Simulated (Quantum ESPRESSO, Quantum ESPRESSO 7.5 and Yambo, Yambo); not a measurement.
**A GW chain in Yambo: CuI (Marshite)**

How does a plane-wave GW calculation on CuI (Marshite) run from the first input to the gap?

Main program and level: Quantum ESPRESSO 7.5 and Yambo 5.3.0; PBE and many-body steps on it, plane waves.

Report form: the programs' logs are mostly left out.

The database entry behind the starting cell differs from later determinations by our own check (about 0.15 % long (mineral sample)), so it need not match the best structure at ambient conditions.

In doubt: a PseudoDojo file used here is known to give poor structures and forces, which bears on pressures, cells, forces and phonons.

## Step 1: The structure

It takes space group F-43m (No. 216, cubic). Conventional cell: a = 6.063 Å, b = 6.063 Å, c = 6.063 Å, α = 90.00°, β = 90.00°, γ = 90.00°. Cu has 4 I at 2.63 Å nearest. Nearest to I lie 4 Cu at 2.63 Å. Farther neighbours and most contacts between anions are not listed.

The cell and positions come from the Crystallography Open Database and are kept as given unless a step says otherwise. Spin-orbit coupling is left out unless a step names it.

## Step 2: Ground state

This step: Quantum ESPRESSO 7.5; DFT, PBE, plane waves, norm-conserving pseudopotentials.

The ground-state density comes first.

Contents of pw.in:

```
&control
  calculation = 'scf'
  prefix = 'x'
  outdir = 'o'
  pseudo_dir = 'pseudo'
/
&system
  ibrav = 0
  nat = 2
  ntyp = 2
  ecutwfc = 84.0
  nbnd = 27
  force_symmorphic = .true.
/
&electrons
  conv_thr = 1e-10
  electron_maxstep = 80
  mixing_beta = 0.5
/
ATOMIC_SPECIES
  Cu 63.546 Cu.upf
  I 126.9 I.upf
CELL_PARAMETERS angstrom
  0.0000000000 3.0315000000 3.0315000000
  3.0315000000 0.0000000000 3.0315000000
  3.0315000000 3.0315000000 0.0000000000
ATOMIC_POSITIONS crystal
  Cu 0.2500000000 0.2500000000 0.2500000000
  I 0.0000000000 0.0000000000 0.0000000000
K_POINTS automatic
  6 6 6 0 0 0
```

On the command line:

```sh
$ OMP_NUM_THREADS=1 mpirun -n 4 pw.x -nk 4 -in pw.in > pw.out
```

Run time: 24 s. Hardware: 4 MPI ranks of Intel Xeon Platinum 8259CL at 2.50GHz (Skylake/Cascade Lake), shared host; peak memory 0.35 GiB.

This step gave:

```
total energy               : -13669.3033 eV
gap                        : 1.096 eV
k of the valence top       : 0, 0, 0
k of the conduction bottom : 0, 0, 0
least direct gap           : 1.096 eV
```

The gap is direct, at Γ.

## Step 3: Bands along the symmetry lines

The cheap functional maps the bands first; the places of the edges decide which points the dearer methods must see.

Contents of pw.in:

```
&control
  calculation = 'bands'
  prefix = 'x'
  outdir = 'o'
  pseudo_dir = 'pseudo'
/
&system
  ibrav = 0
  nat = 2
  ntyp = 2
  ecutwfc = 84.0
  nbnd = 28
  force_symmorphic = .true.
/
&electrons
  conv_thr = 1e-9
  electron_maxstep = 80
  diago_full_acc = .true.
  diago_thr_init = 5e-6
/
ATOMIC_SPECIES
  Cu 63.546 Cu.upf
  I 126.9 I.upf
CELL_PARAMETERS angstrom
  0.0000000000 3.0315000000 3.0315000000
  3.0315000000 0.0000000000 3.0315000000
  3.0315000000 3.0315000000 0.0000000000
ATOMIC_POSITIONS crystal
  Cu 0.2500000000 0.2500000000 0.2500000000
  I 0.0000000000 0.0000000000 0.0000000000
K_POINTS crystal
  50
  0.00000000 0.00000000 0.00000000 1
  -0.06250000 -0.06250000 0.00000000 1
  -0.12500000 -0.12500000 0.00000000 1
  -0.18750000 -0.18750000 0.00000000 1
  -0.25000000 -0.25000000 0.00000000 1
  -0.31250000 -0.31250000 0.00000000 1
  -0.37500000 -0.37500000 0.00000000 1
  -0.43750000 -0.43750000 0.00000000 1
  -0.50000000 -0.50000000 0.00000000 1
  -0.48437500 -0.48437500 0.03125000 1
  -0.46875000 -0.46875000 0.06250000 1
  -0.45312500 -0.45312500 0.09375000 1
  -0.43750000 -0.43750000 0.12500000 1
  -0.42187500 -0.42187500 0.15625000 1
  -0.40625000 -0.40625000 0.18750000 1
  -0.39062500 -0.39062500 0.21875000 1
  -0.37500000 -0.37500000 0.25000000 1
  -0.37500000 0.00000000 0.37500000 1
  -0.32812500 0.00000000 0.32812500 1
  -0.28125000 0.00000000 0.28125000 1
  -0.23437500 0.00000000 0.23437500 1
  -0.18750000 0.00000000 0.18750000 1
  -0.14062500 0.00000000 0.14062500 1
  -0.09375000 0.00000000 0.09375000 1
  -0.04687500 0.00000000 0.04687500 1
  0.00000000 0.00000000 0.00000000 1
  0.00000000 0.00000000 0.06250000 1
  0.00000000 0.00000000 0.12500000 1
  0.00000000 0.00000000 0.18750000 1
  0.00000000 0.00000000 0.25000000 1
  0.00000000 0.00000000 0.31250000 1
  0.00000000 0.00000000 0.37500000 1
  0.00000000 0.00000000 0.43750000 1
  -0.00000000 0.00000000 0.50000000 1
  -0.06250000 -0.03125000 0.46875000 1
  -0.12500000 -0.06250000 0.43750000 1
  -0.18750000 -0.09375000 0.40625000 1
  -0.25000000 -0.12500000 0.37500000 1
  -0.31250000 -0.15625000 0.34375000 1
  -0.37500000 -0.18750000 0.31250000 1
  -0.43750000 -0.21875000 0.28125000 1
  -0.50000000 -0.25000000 0.25000000 1
  -0.50000000 -0.28125000 0.21875000 1
  -0.50000000 -0.31250000 0.18750000 1
  -0.50000000 -0.34375000 0.15625000 1
  -0.50000000 -0.37500000 0.12500000 1
  -0.50000000 -0.40625000 0.09375000 1
  -0.50000000 -0.43750000 0.06250000 1
  -0.50000000 -0.46875000 0.03125000 1
  -0.50000000 -0.50000000 0.00000000 1
```

The job ended after 16 s (4 MPI ranks; peak memory 0.3 GiB).

Numbers from this step:

| Quantity | Value |
| --- | --- |
| gap | 1.096 eV |
| k of the valence top | 0, 0, 0 |
| k of the conduction bottom | 0, 0, 0 |
| least direct gap | 1.096 eV |

The gap is 1.096 eV, as in the run before at this level.

Electronic bands along the path, in eV, zero at the top of the highest filled band:

| point | band 19 | band 20 | band 21 | band 22 | band 23 | band 24 | band 25 | band 26 |
| --- | --- | --- | --- | --- | --- | --- | --- | --- |
| Γ | -1.84 | 0.00 | 0.00 | 0.00 | 1.10 | 4.87 | 4.87 | 4.87 |
| halfway | -1.80 | -1.09 | -0.87 | -0.87 | 3.19 | 3.38 | 6.78 | 6.78 |
| X | -1.79 | -1.75 | -1.49 | -1.49 | 2.70 | 2.89 | 9.15 | 9.74 |
| halfway | -1.79 | -1.77 | -1.48 | -1.42 | 2.86 | 3.37 | 8.40 | 8.98 |
| U | -1.81 | -1.70 | -1.50 | -1.24 | 3.08 | 4.60 | 7.53 | 7.86 |
| jump to K | -1.81 | -1.70 | -1.50 | -1.24 | 3.08 | 4.60 | 7.53 | 7.86 |
| halfway | -1.82 | -1.33 | -1.06 | -0.39 | 3.07 | 4.98 | 5.56 | 5.64 |
| Γ | -1.84 | 0.00 | 0.00 | 0.00 | 1.10 | 4.87 | 4.87 | 4.87 |
| halfway | -1.85 | -1.26 | -0.37 | -0.37 | 2.24 | 5.42 | 5.42 | 5.46 |
| L | -1.81 | -1.77 | -0.71 | -0.71 | 2.12 | 5.41 | 5.41 | 7.37 |
| halfway | -1.83 | -1.71 | -1.29 | -1.00 | 3.46 | 4.67 | 6.21 | 7.41 |
| W | -1.89 | -1.76 | -1.59 | -1.25 | 4.47 | 4.65 | 6.00 | 6.38 |
| halfway | -1.86 | -1.76 | -1.54 | -1.34 | 3.38 | 3.49 | 7.78 | 7.90 |
| X | -1.79 | -1.75 | -1.49 | -1.49 | 2.70 | 2.89 | 9.15 | 9.74 |

## Step 4: Empty states on the mesh, 4×4×4 mesh, 522 bands

The sums over transitions need many empty states on a uniform mesh; this step solves for them.

Contents of pw.in:

```
&control
  calculation = 'nscf'
  prefix = 'x'
  outdir = 'o'
  pseudo_dir = 'pseudo'
/
&system
  ibrav = 0
  nat = 2
  ntyp = 2
  ecutwfc = 84.0
  nbnd = 522
  force_symmorphic = .true.
/
&electrons
  conv_thr = 1e-9
  electron_maxstep = 80
  diago_full_acc = .true.
  diago_thr_init = 5e-6
/
ATOMIC_SPECIES
  Cu 63.546 Cu.upf
  I 126.9 I.upf
CELL_PARAMETERS angstrom
  0.0000000000 3.0315000000 3.0315000000
  3.0315000000 0.0000000000 3.0315000000
  3.0315000000 3.0315000000 0.0000000000
ATOMIC_POSITIONS crystal
  Cu 0.2500000000 0.2500000000 0.2500000000
  I 0.0000000000 0.0000000000 0.0000000000
K_POINTS automatic
  4 4 4 0 0 0
```

The job ended after 2.1 min (4 MPI ranks; peak memory 1.2 GiB; 8.5 min of CPU time).

This step gave:

```
gap                                                           : 1.096 eV
k of the valence top                                          : 0, 0, 0
k of the conduction bottom                                    : 0, 0, 0
least direct gap                                              : 1.096 eV
k points computed                                             : 8
lowest point of the top converged band, above the valence top : 233.2576 eV
```

On this mesh the gap is 1.096 eV.

## Step 5: Conversion and set-up

This step: Yambo 5.3.0; conversion and set-up on PBE, plane waves, norm-conserving pseudopotentials.

The states are converted to the many-body program's format and the q mesh is built.

On the command line:

```sh
$ (cd o/x.save; p2y > p2y.log; mv SAVE ../..); yambo > setup.log
```

Elapsed: 5.8 s, on 1 MPI rank; peak memory 0.26 GiB.

## Step 6: Screening and self-energy, 4×4×4 mesh, 225 bands, screening to 231.3 eV

G0W0 replaces the xc potential by the self-energy, built once from these orbitals. Only a window of levels is corrected, while the sums run over the empty bands that the input names.

This step: G0W0 on PBE, plane waves, norm-conserving pseudopotentials.

Contents of gw2.in:

```
HF_and_locXC
gw0
dyson
ppa
em1d
rim_cut
RandQpts= 1000000
RandGvec= 1 RL
EXXRLvcs= 84 Ry
VXCRLvcs= 336 Ry
Chimod= "HARTREE"
% BndsRnXp
 1 | 225 |
%
NGsBlkXp= 17 Ry
% LongDrXp
 1 | 1 | 1 |
%
% GbndRnge
 1 | 225 |
%
DysSolver= "n"
ExtendOut
PPAPntXp= 27.21138 eV
% QPkrange
 1 | 1 | 21 | 24 |
%
```

On the command line:

```sh
$ OMP_NUM_THREADS=1 mpirun -n 4 yambo -F gw2.in -J gw2 -C gw2 > gw2.log
```

The job ended after 24 min (4 MPI ranks; peak memory 2 GiB; 1.6 h of CPU time).

Numbers from this step:

| Quantity | Value |
| --- | --- |
| G0W0 gap on the points computed | 1.563 eV |
| starting gap on the mesh | 1.096 eV |
| k of the valence top | 0, 0, 0 |
| k of the conduction bottom | 0, 0, 0 |
| least direct G0W0 gap on the computed points | 1.563 eV |
| Z at the valence top | 0.7590 |
| Z at the conduction bottom | 0.8162 |

The gap on the mesh goes from 1.10 eV to 1.56 eV, a correction of +0.47 eV.

Limits: finite bands, cutoff and mesh; d shell near the gap, gap tends to lie low; no spin-orbit coupling. v1 is the top filled band, c1 the lowest empty one. The levels before and after the correction (eV, zero at the valence-band top of each column):

|  | conduction bottom | valence top |
| --- | --- | --- |
| Kohn-Sham | 1.10 | 0.00 |
| G0W0 | 1.56 | 0.00 |

|  | level | energy (eV) |
| --- | --- | --- |
| Kohn-Sham | Γ v2-v1 | 0.000 |
| Kohn-Sham | Γ c1 | 1.096 |
| Kohn-Sham | Γ c2 | 4.868 |
| G0W0 | Γ v2-v1 | 0.000 |
| G0W0 | Γ c1 | 1.563 |
| G0W0 | Γ c2 | 5.420 |

## Step 7: Where the time went

Times are wall times on the hardware named with each run, good to a factor of about two.

| step | time | share | memory (GiB) |
| --- | --- | --- | --- |
| ground state | 24 s | 2 % | 0.35 |
| bands along the symmetry lines | 16 s | 1 % | 0.3 |
| empty states on the mesh | 2.1 min | 8 % | 1.2 |
| conversion and set-up | 5.8 s | 0 % | 0.26 |
| screening and self-energy | 24 min | 89 % | 2.0 |

## Step 8: Outcome

```
PBE gap              : 1.10 eV, direct
G0W0 gap on the mesh : 1.56 eV
GW settings          : 4×4×4 mesh, 225 bands, screening to 231.3 eV, Godby-Needs plasmon pole
known limits         : not at the basis limit; d shell near the gap, gap tends to lie low; no spin-orbit coupling
```

In words: G0W0 moves the gap on the mesh from 1.10 eV to 1.56 eV (+0.47 eV), with Z of 0.76 and 0.82 at the edges. Only 1 of the mesh's irreducible points was corrected, so a valley elsewhere could overtake. The dearest step here is «screening and self-energy». Bands and cutoff are finite, so the gap is not at the basis limit. The miss can reach some tenths of an eV and take either sign; the mesh is an error of its own. In the G0W0 run levels were corrected at 1 k point alone, so a gap called «on the mesh» is the least over those, and an edge elsewhere would be missed. A d shell, filled or nearly so, lies near the gap. One-shot GW converges very slowly in bands there, not always from below, and on a semilocal start the gap tends to come out low; starts rich in exact exchange can overshoot instead. The many-body steps are scalar-relativistic: spin-orbit coupling is not in them.

[Paths, hosts, dates, memory and timing lines, banners, echoed tables and standing remarks are left out of the program output.]

[Logs are printed without paths, hosts, clocks, repeated set-up lines and the standing remarks that a program may print on its own settings, such as how far it seeks lower states.]

[Runs of the session that timed out or met a known fault of the program may be left out.]

[Hosts, paths, dates, database ids (printed as entryN), source tags and the programs' standing remarks are cut or masked in the printed files.]
